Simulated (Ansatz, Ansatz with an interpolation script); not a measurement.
**Settings in Wannier-interpolated G0W0: ThGeO4 (I4_1/amd)**

Wanted: errors and cost of interpolated bands of ThGeO4 (I4_1/amd) under coarser or faulty settings.

Calculated with Ansatz 0.2.0; maximally localised Wannier functions, LDA, plane waves, PAW; PAW set soft_1.

### 1. Set-up

Symmetry: I4_1/amd, No. 141, tetragonal system. The conventional cell has a = 7.230 Å, b = 7.230 Å, c = 6.539 Å, α = 90.00°, β = 90.00°, γ = 90.00°. Nearest to Th lie 8 O at 2.36 to 2.47 Å. Nearest to Ge lie 4 O at 1.75 Å. Nearest to O lie 1 Ge at 1.75 Å and 2 Th at 2.36 to 2.47 Å. Farther neighbours and most contacts between anions are not listed.

The cell and positions come from the Crystallography Open Database and are kept as given unless a step says otherwise. Spin-orbit coupling is left out unless a step names it.

### 2. Wannier model on 8×8×8

Localised functions give a small Hamiltonian that interpolates between mesh points at no cost.

Contents of input.yaml:

```yaml
crystal:
  lattice:
    - [-3.615, 3.615, 3.2695]
    - [3.615, -3.615, 3.2695]
    - [3.615, 3.615, -3.2695]
  atoms:
    - { symbol: Th, position: [0.0, 0.0, 0.0] }
    - { symbol: Th, position: [0.75, 0.25, 0.5] }
    - { symbol: Ge, position: [0.5, 0.5, 0.0] }
    - { symbol: Ge, position: [0.25, 0.75, 0.5] }
    - { symbol: O, position: [0.5017, 0.3214, 0.1803] }
    - { symbol: O, position: [0.0714, 0.3911, 0.3197] }
    - { symbol: O, position: [0.1411, 0.3214, 0.8197] }
    - { symbol: O, position: [0.0714, 0.7517, 0.6803] }
    - { symbol: O, position: [0.2483, 0.9286, 0.3197] }
    - { symbol: O, position: [0.6786, 0.4983, 0.8197] }
    - { symbol: O, position: [0.6089, 0.9286, 0.6803] }
    - { symbol: O, position: [0.6786, 0.8589, 0.1803] }
kpoints:
  mp_grid: { grid: [4, 4, 4] }
hamiltonian:
  xc: lda
  pseudopotentials: { kind: paw, azcp: { folder: soft_1 }, xc_functional: pbe }
scf:
  occupations: { method: fixed }
  n_extra_bands: 90
output:
  wannier:
    kmesh: [8, 8, 8]
    projections: [{ species: O, l: p, shell: 2 }, { species: Th, l: f, shell: 5 }]
    minimise: true
    write_hr: true
    seedname: w
    conv_tol: 1.0e-06
    max_iter: 20000
    stability_check: false
    disentanglement:
      window: [2.39, 15.23]
      frozen_window: [2.39, 11.89]
      conv_tol: 1.0e-08
```

Launch:

```sh
ansatz run input.yaml --threads 8 --pin off --max-ram 18432MiB --backend cpu --events-out ev --progress --plain --runs-dir out
```

Numbers of over 12 decimals in the logs are rounded to 6 here.

Output:

```text
Th: projections on atomic orbitals take those of the free atom [Xe 4f14 5d10] 5f0 6s2 6p6 6d2 7s2, of charge +0.00 (hamiltonian.pseudopotentials.projection_atoms); the dataset's partial waves leave at most 9.7e-5 of an orbital's norm unspanned inside its sphere
scf.n_extra_bands = 90 over 50 filled bands (N_el = 100.0): the run solves 140 bands
Engine: ansatz 0.2.0, x86_64-unknown-linux-gnu
Pseudopotentials: kind: paw
Pseudopotential: Th, paw, valence charge 12, recommended cutoff 420 eV (normal), soft_1/Th.paw.azcp
Pseudopotential: Ge, paw, valence charge 14, recommended cutoff 420 eV (normal), soft_1/Ge.paw.azcp
Pseudopotential: O, paw, valence charge 6, recommended cutoff 420 eV (normal), soft_1/O.paw.azcp
Functional definition: SPW92
  exchange = slater_x
  correlation = pw_c
Crystal: 12 atoms, lattice volume = 170.906 Å³
Basis set: ecut = 420 eV, 3291 PW (Γ)
Bands: 140, of which v1, the nominal top of the filled ones, is band 50 counted from 1 (49 counted from 0)
Symmetry: 16 space group operations
Space group: I41/amd (ITA 141), of the structure as read, at distance tolerance 5.5e-5 Å
k-points: 13 of 64
Non-local potential: Th, projectors of the file, l = 0: 3, l = 1: 2, l = 2: 2, l = 3: 3
Non-local potential: Ge, projectors of the file, l = 0: 2, l = 1: 2, l = 2: 3, l = 3: 1
Non-local potential: O, projectors of the file, l = 0: 2, l = 1: 2, l = 2: 1
PAW form: soft (Blöchl's): semilocal exchange-correlation on the pseudo side does not see the compensation charge
PAW frozen core: Th, regenerated for the run's functional, and the local potential with it (the file was generated under x = pbe(κ = 0.804, μ = 0.219515), c = pbe(β = 0.066725))
PAW frozen core: Ge, regenerated for the run's functional, and the local potential with it (the file was generated under x = pbe(κ = 0.804, μ = 0.219515), c = pbe(β = 0.066725))
PAW frozen core: O, regenerated for the run's functional, and the local potential with it (the file was generated under x = pbe(κ = 0.804, μ = 0.219515), c = pbe(β = 0.066725))
PAW one-centre angular grid: Th, 590 points (default); XC on 64 Gauss nodes
PAW one-centre angular grid: Ge, 590 points (default); XC on 64 Gauss nodes
PAW one-centre angular grid: O, 110 points (default); XC on 64 Gauss nodes
Initial density: superposition of atomic densities (chi_scale 0.1, normalization cell, long waves kept (reshape's long-wave potential 0.01 eV rms))
Initial wavefunctions: pseudopotential atomic-orbital guess
Functional: x = slater, c = lda
SCF iter   1: F=—  HF=-38643.851467 eV  |F-HF|=—  |Δ(HF+E_count)|=         —  Δρ=6.45e-2  dr2=9.34e0  ethr=3.10e-3  ⟨swp⟩=4.0  Hψ=6242  notcnv=0  defer=1093
[...]
E_local      = -8727.952830  (includes V_loc(G=0)·N_el)
  E_nonlocal   = 1196.679410
  E_hartree    = 3713.257489
  E_xc         = -1890.806652
  E_vxc        = -1213.953962  (∫ρ·V_xc dr)
  E_paw        = -28076.603274  (= ΣΔE_a)
  E_vpaw       = -1073.166354  (= ΣTr[D̂ρ^β])
  E_aug_tail   = 0.006305  (compensation charges beyond the density's cutoff)
  E_ewald      = -6838.095281
  E_core_change = 5.073592  (= ΣΔE_core)
  E_smearing   = -0.000000  (= −TS)
  E_closure    = 0.000000  (closes the sum)
  Σ components = -38641.052318   (vs F -38641.052318, Δ=0.00e0)
--- Band table (eV; the first three rows and the last of 13) ---
  k-point 0: bands = [... 46 lower, 7.0146, 7.2200, 7.3005, 7.3005, 11.3870, 12.8108, 12.8427, 13.0162, ... 86 higher]
  k-point 1: bands = [... 46 lower, 6.9042, 6.9248, 6.9473, 7.0800, 11.8443, 12.8691, 12.8977, 12.9992, ... 86 higher]
  k-point 2: bands = [... 46 lower, 6.6972, 6.6972, 6.8323, 6.8323, 12.5501, 12.5501, 12.9852, 12.9852, ... 86 higher]
  k-point 12: bands = [... 46 lower, 6.5633, 6.5633, 7.4598, 7.4598, 12.6009, 12.6009, 12.7354, 12.7354, ... 86 higher]
Wannier search: line search 1 of at most 20000: gauge-dependent spread (as the search counts it) 8.1118404 Å², largest recent change 1.6e0 Å² against conv_tol 1.0e-6 Å², 0 stops escaped
Wannier search: line search 100 of at most 20000: gauge-dependent spread (as the search counts it) 6.0195026 Å², largest recent change 1.6e-4 Å² against conv_tol 1.0e-6 Å², 0 stops escaped
Wannier search: line search 200 of at most 20000: gauge-dependent spread (as the search counts it) 6.0058571 Å², largest recent change 1.4e-4 Å² against conv_tol 1.0e-6 Å², 0 stops escaped
Wannier search: line search 300 of at most 20000: gauge-dependent spread (as the search counts it) 5.9909322 Å², largest recent change 1.9e-4 Å² against conv_tol 1.0e-6 Å², 0 stops escaped
Wannier search: line search 400 of at most 20000: gauge-dependent spread (as the search counts it) 5.9693032 Å², largest recent change 3.0e-4 Å² against conv_tol 1.0e-6 Å², 0 stops escaped
Wannier search: line search 500 of at most 20000: gauge-dependent spread (as the search counts it) 5.9332622 Å², largest recent change 4.6e-4 Å² against conv_tol 1.0e-6 Å², 0 stops escaped
Wannier search: line search 600 of at most 20000: gauge-dependent spread (as the search counts it) 5.8749172 Å², largest recent change 7.7e-4 Å² against conv_tol 1.0e-6 Å², 0 stops escaped
Wannier search: line search 700 of at most 20000: gauge-dependent spread (as the search counts it) 5.7951491 Å², largest recent change 9.5e-4 Å² against conv_tol 1.0e-6 Å², 0 stops escaped
[...]
Wannier search: line search 1400 of at most 20000: gauge-dependent spread (as the search counts it) 5.5542865 Å², largest recent change 1.7e-5 Å² against conv_tol 1.0e-6 Å², 0 stops escaped
Wannier search: line search 1500 of at most 20000: gauge-dependent spread (as the search counts it) 5.5530931 Å², largest recent change 8.9e-6 Å² against conv_tol 1.0e-6 Å², 0 stops escaped
Wannier search: line search 1600 of at most 20000: gauge-dependent spread (as the search counts it) 5.5525518 Å², largest recent change 3.9e-6 Å² against conv_tol 1.0e-6 Å², 0 stops escaped
Wannier search: line search 1700 of at most 20000: gauge-dependent spread (as the search counts it) 5.5523069 Å², largest recent change 1.7e-6 Å² against conv_tol 1.0e-6 Å², 0 stops escaped
[key lines of the parts left out:]
SCF converged after 9 iterations
Free energy (F): -38641.052318 eV
Fermi energy:    7.459843 eV
```

Run time: 1.8 min. Hardware: 8 threads of INTEL XEON PLATINUM 8581C at 2.10GHz (Emerald Rapids), shared host; peak memory 5.7 GiB; 9 min of CPU time.

This step gave:

| Item | Value |
| --- | --- |
| gauge-invariant spread | 58.81 Å² |
| diagonal spread | 0.02112 Å² |
| off-diagonal spread | 5.531 Å² |
| total spread | 64.36 Å² |
| least projectability | 0.06706 |
| localisation steps | 1760 |
| disentanglement steps | 127 |
| r.m.s. interpolation error | 1.07e-4 eV |
| r.m.s. error near the gap | 1.12e-4 eV |

Near the gap the model misses directly solved bands by 0.1 meV r.m.s. and by 2 meV at most in the window tested. This tests the starting bands, not the corrections carried with them.

### 3. Wannier model on 4×4×4

input.yaml, as its differences from that of step 2:

```diff
@@ -28,3 +28,3 @@
   wannier:
-    kmesh: [8, 8, 8]
+    kmesh: [4, 4, 4]
     projections: [{ species: O, l: p, shell: 2 }, { species: Th, l: f, shell: 5 }]
```

Output:

```text
[...]
Crystal: 12 atoms, lattice volume = 170.906 Å³
Basis set: ecut = 420 eV, 3291 PW (Γ)
Bands: 140, of which v1, the nominal top of the filled ones, is band 50 counted from 1 (49 counted from 0)
Symmetry: 16 space group operations
[...]
k-points: 13 of 64
[...]
SCF iter   1: F=—  HF=-38643.851467 eV  |F-HF|=—  |Δ(HF+E_count)|=         —  Δρ=6.45e-2  dr2=9.34e0  ethr=3.10e-3  ⟨swp⟩=4.0  Hψ=6242  notcnv=0  defer=1093
[...]
SCF iter   9: F=-38641.052318 eV  HF=-38641.052318 eV  |F-HF|=1.86e-9  |Δ(HF+E_count)|=   6.48e-8  Δρ=2.10e-6  dr2=5.96e-9  ethr=1.00e-10  ⟨swp⟩=14.1  Hψ=14817  notcnv=0
SCF 1 converged in 9 iterations: F = -38641.052318 eV  dr2 = 5.96e-9
[...]
NSCF: frozen V_eff on 17 k-points
[...]
SCF converged after 9 iterations
Free energy (F): -38641.052318 eV
[...]
Internal energy: -38641.052318 eV  (E = F + TS)
E sigma→0 (E₀):  -38641.052318 eV
Fermi energy:    7.459843 eV
[...]
--- Band table (eV; the first three rows and the last of 13) ---
  k-point 0: bands = [... 46 lower, 7.0146, 7.2200, 7.3005, 7.3005, 11.3870, 12.8108, 12.8427, 13.0162, ... 86 higher]
  k-point 1: bands = [... 46 lower, 6.9042, 6.9248, 6.9473, 7.0800, 11.8443, 12.8691, 12.8977, 12.9992, ... 86 higher]
  k-point 2: bands = [... 46 lower, 6.6972, 6.6972, 6.8323, 6.8323, 12.5501, 12.5501, 12.9852, 12.9852, ... 86 higher]
  k-point 12: bands = [... 46 lower, 6.5633, 6.5633, 7.4598, 7.4598, 12.6009, 12.6009, 12.7354, 12.7354, ... 86 higher]
[...]
```

The job ended after 11 s (8 threads; peak memory 1.4 GiB).

This step gave:

```
gauge-invariant spread     : 55.18 Å²
diagonal spread            : 0.01877 Å²
off-diagonal spread        : 5.463 Å²
total spread               : 60.66 Å²
least projectability       : 0.06706
localisation steps         : 350
disentanglement steps      : 37
r.m.s. interpolation error : 0.002425 eV
r.m.s. error near the gap  : 0.001140 eV
```

Near the gap the model misses directly solved bands by 1.1 meV r.m.s. and by 25 meV at most in the window tested. This tests the starting bands, not the corrections carried with them.

Frozen up to 4.43 eV; above it the model need not follow the bands. The electronic bands at the labelled points (eV, zero at the valence-band top; v1 is the highest filled band, c1 the lowest empty one):

```tsv
point	v4	v3	v2	v1	c1	c2	c3	c4
Γ	-0.45	-0.24	-0.16	-0.16	3.93	5.35	5.38	5.56
halfway	-0.56	-0.54	-0.51	-0.38	4.38	5.41	5.44	5.54
X	-0.76	-0.76	-0.63	-0.63	5.11	5.11	5.53	5.53
halfway	-0.76	-0.76	-0.51	-0.51	5.13	5.13	5.43	5.43
M	-0.90	-0.90	0.00	0.00	5.14	5.14	5.29	5.29
halfway	-0.71	-0.57	-0.51	-0.05	4.70	5.39	5.45	5.47
Γ	-0.45	-0.24	-0.16	-0.16	3.93	5.35	5.38	5.56
halfway	-0.84	-0.32	-0.07	-0.07	4.84	5.10	5.45	5.52
Z	-0.94	-0.86	-0.01	-0.01	4.95	5.30	5.30	5.32
jump to Z0	-0.94	-0.86	-0.01	-0.01	4.95	5.30	5.30	5.32
halfway	-0.93	-0.87	0.00	0.00	5.04	5.23	5.30	5.30
M	-0.90	-0.90	0.00	0.00	5.14	5.14	5.29	5.29
jump to X	-0.76	-0.76	-0.63	-0.63	5.11	5.11	5.53	5.53
halfway	-0.73	-0.73	-0.47	-0.47	5.11	5.11	5.54	5.54
P	-0.89	-0.89	-0.38	-0.38	5.11	5.11	5.54	5.54
halfway	-0.83	-0.70	-0.39	-0.31	4.95	5.18	5.49	5.55
N	-0.70	-0.67	-0.39	-0.04	4.86	5.16	5.47	5.62
halfway	-0.64	-0.50	-0.31	-0.08	4.59	5.19	5.41	5.52
Γ	-0.45	-0.24	-0.16	-0.16	3.93	5.35	5.38	5.56
```

The same for Kohn-Sham, solved directly:

```tsv
point	v4	v3	v2	v1	c1	c2	c3	c4
Γ	-0.45	-0.24	-0.16	-0.16	3.93	5.35	5.38	5.56
X	-0.76	-0.76	-0.63	-0.63	5.09	5.09	5.53	5.53
M	-0.90	-0.90	0.00	0.00	5.14	5.14	5.28	5.28
Γ	-0.45	-0.24	-0.16	-0.16	3.93	5.35	5.38	5.56
Z	-0.94	-0.86	0.00	0.00	4.94	5.29	5.29	5.32
Z0	-0.94	-0.86	0.00	0.00	4.94	5.29	5.29	5.32
M	-0.90	-0.90	0.00	0.00	5.14	5.14	5.28	5.28
X	-0.76	-0.76	-0.63	-0.63	5.09	5.09	5.53	5.53
P	-0.89	-0.89	-0.38	-0.38	5.08	5.08	5.53	5.53
N	-0.70	-0.67	-0.39	-0.04	4.86	5.16	5.45	5.58
Γ	-0.45	-0.24	-0.16	-0.16	3.93	5.35	5.38	5.56
```

### 4. A faulty Wannier input

input.yaml, as its differences from that of step 3:

```diff
@@ -29,3 +29,3 @@
     kmesh: [4, 4, 4]
-    projections: [{ species: O, l: p, shell: 2 }, { species: Th, l: f, shell: 5 }]
+    projections: [{ species: Th, l: f, shell: 5 }]
     minimise: true
```

Output:

```text
Th: projections on atomic orbitals take those of the free atom [Xe 4f14 5d10] 5f0 6s2 6p6 6d2 7s2, of charge +0.00 (hamiltonian.pseudopotentials.projection_atoms); the dataset's partial waves leave at most 9.7e-5 of an orbital's norm unspanned inside its sphere
scf.n_extra_bands = 90 over 50 filled bands (N_el = 100.0): the run solves 140 bands
Engine: ansatz 0.2.0, x86_64-unknown-linux-gnu
Pseudopotentials: kind: paw
Pseudopotential: Th, paw, valence charge 12, recommended cutoff 420 eV (normal), soft_1/Th.paw.azcp
Pseudopotential: Ge, paw, valence charge 14, recommended cutoff 420 eV (normal), soft_1/Ge.paw.azcp
Pseudopotential: O, paw, valence charge 6, recommended cutoff 420 eV (normal), soft_1/O.paw.azcp
Functional definition: SPW92
  exchange = slater_x
  correlation = pw_c
Crystal: 12 atoms, lattice volume = 170.906 Å³
Basis set: ecut = 420 eV, 3291 PW (Γ)
Bands: 140, of which v1, the nominal top of the filled ones, is band 50 counted from 1 (49 counted from 0)
Symmetry: 16 space group operations
Space group: I41/amd (ITA 141), of the structure as read, at distance tolerance 5.5e-5 Å
k-points: 13 of 64
Non-local potential: Th, projectors of the file, l = 0: 3, l = 1: 2, l = 2: 2, l = 3: 3
Non-local potential: Ge, projectors of the file, l = 0: 2, l = 1: 2, l = 2: 3, l = 3: 1
Non-local potential: O, projectors of the file, l = 0: 2, l = 1: 2, l = 2: 1
PAW form: soft (Blöchl's): semilocal exchange-correlation on the pseudo side does not see the compensation charge
PAW frozen core: Th, regenerated for the run's functional, and the local potential with it (the file was generated under x = pbe(κ = 0.804, μ = 0.219515), c = pbe(β = 0.066725))
[...]
SCF converged after 9 iterations
Free energy (F): -38641.052318 eV
Harris-Foulkes:  -38641.052318 eV  (|F-HF|=1.86e-9)
Internal energy: -38641.052318 eV  (E = F + TS)
E sigma→0 (E₀):  -38641.052318 eV
Fermi energy:    7.459843 eV
--- Per-component energies (eV) ---
  E_band       = -414.486275
  E_kinetic    = 1977.388923
  E_local      = -8727.952830  (includes V_loc(G=0)·N_el)
  E_nonlocal   = 1196.679410
  E_hartree    = 3713.257489
  E_xc         = -1890.806652
  E_vxc        = -1213.953962  (∫ρ·V_xc dr)
  E_paw        = -28076.603274  (= ΣΔE_a)
  E_vpaw       = -1073.166354  (= ΣTr[D̂ρ^β])
  E_aug_tail   = 0.006305  (compensation charges beyond the density's cutoff)
  E_ewald      = -6838.095281
  E_core_change = 5.073592  (= ΣΔE_core)
  E_smearing   = -0.000000  (= −TS)
  E_closure    = 0.000000  (closes the sum)
  Σ components = -38641.052318   (vs F -38641.052318, Δ=0.00e0)
--- Band table (eV; the first three rows and the last of 13) ---
  k-point 0: bands = [... 46 lower, 7.0146, 7.2200, 7.3005, 7.3005, 11.3870, 12.8108, 12.8427, 13.0162, ... 86 higher]
  k-point 1: bands = [... 46 lower, 6.9042, 6.9248, 6.9473, 7.0800, 11.8443, 12.8691, 12.8977, 12.9992, ... 86 higher]
  k-point 2: bands = [... 46 lower, 6.6972, 6.6972, 6.8323, 6.8323, 12.5501, 12.5501, 12.9852, 12.9852, ... 86 higher]
  k-point 12: bands = [... 46 lower, 6.5633, 6.5633, 7.4598, 7.4598, 12.6009, 12.6009, 12.7354, 12.7354, ... 86 higher]
WARN: one of the run's output files is refused, and neither it nor the files that depend on it are written in full: <dir> frozen window holds 23 > num_wann = 14 bands at ik = 0 (ik counts from 0, the k-points of the .win, .mmn and .eig files from 1)
Error: <dir> frozen window holds 23 > num_wann = 14 bands at ik = 0 (ik counts from 0, the k-points of the .win, .mmn and .eig files from 1)
```

It took 9.3 s on 8 threads; peak memory 1.4 GiB.

The run ended with an error after its SCF cycle had converged; no result of it is taken.

The program's message: “Error: <dir> frozen window holds 23 > num_wann = 14 bands at ik = 0 (ik counts from 0, the k-points of the .win, .mmn and .eig files from 1)”

The fault put into this input: trial orbitals that do not span the target bands.

### 5. G0W0: 4×4×4 mesh, 712 empty bands, screening to 150 eV, PAW set soft_1 files

Now the one-shot GW correction: screening in the RPA, then the self-energy of the levels asked for.

This step: G0W0 on LDA, plane waves, PAW; PAW set soft_1.

input.yaml, as its differences from that of step 4:

```diff
@@ -25,16 +25,6 @@
   occupations: { method: fixed }
-  n_extra_bands: 90
-output:
-  wannier:
-    kmesh: [4, 4, 4]
-    projections: [{ species: Th, l: f, shell: 5 }]
-    minimise: true
-    write_hr: true
-    seedname: w
-    conv_tol: 1.0e-06
-    max_iter: 20000
-    stability_check: false
-    disentanglement:
-      window: [2.39, 15.23]
-      frozen_window: [2.39, 11.89]
-      conv_tol: 1.0e-08
+gw:
+  n_empty_bands: 712
+  ecut_chi: 150.0
+  qp_bands: [v22, c1]
+  screening: { model: contour_deformation }
```

Output:

```text
[...]
Crystal: 12 atoms, lattice volume = 170.906 Å³
Basis set: ecut = 420 eV, 3291 PW (Γ)
Bands: 62, of which v1, the nominal top of the filled ones, is band 50 counted from 1 (49 counted from 0)
Symmetry: 16 space group operations
[...]
k-points: 13 of 64
[...]
0    36      4.6574   -25.0287     4.2919   -19.8624  0.7586     3.7719     3.7830  root
[...]
12    48      6.5633   -25.7708     4.1345   -20.8523  0.7679     5.7722     5.7793  root
    12    49      7.4599   -26.9078     4.1759   -22.0322  0.7706     6.7550     6.7601  root
    12    50      7.4599   -26.9078     4.1759   -22.0322  0.7706     6.7550     6.7601  root
    12    51     12.6009   -14.4401    -6.1229   -22.9653  0.7899    15.0879    15.0033  root
[key lines of the parts left out:]
SCF converged after 10 iterations
Free energy (F): -38641.052318 eV
Fermi energy:    7.459858 eV
```

Wall time 15 min (8 threads); peak memory 6.9 GiB; 1.8 h of CPU time.

The G0W0 gap on the mesh is 6.026 eV.

(Part 1 of 2 ends here.)

[Paths, hosts, dates, memory and timing lines, banners, echoed tables and standing remarks are left out of the program output.]

[Logs are printed without paths, hosts, clocks, repeated set-up lines and the standing remarks that a program may print on its own settings, such as how far it seeks lower states.]

[Runs of the session that timed out or met a known fault of the program may be left out.]

[Hosts, paths, dates, database ids (printed as entryN), source tags and the programs' standing remarks are cut or masked in the printed files.]
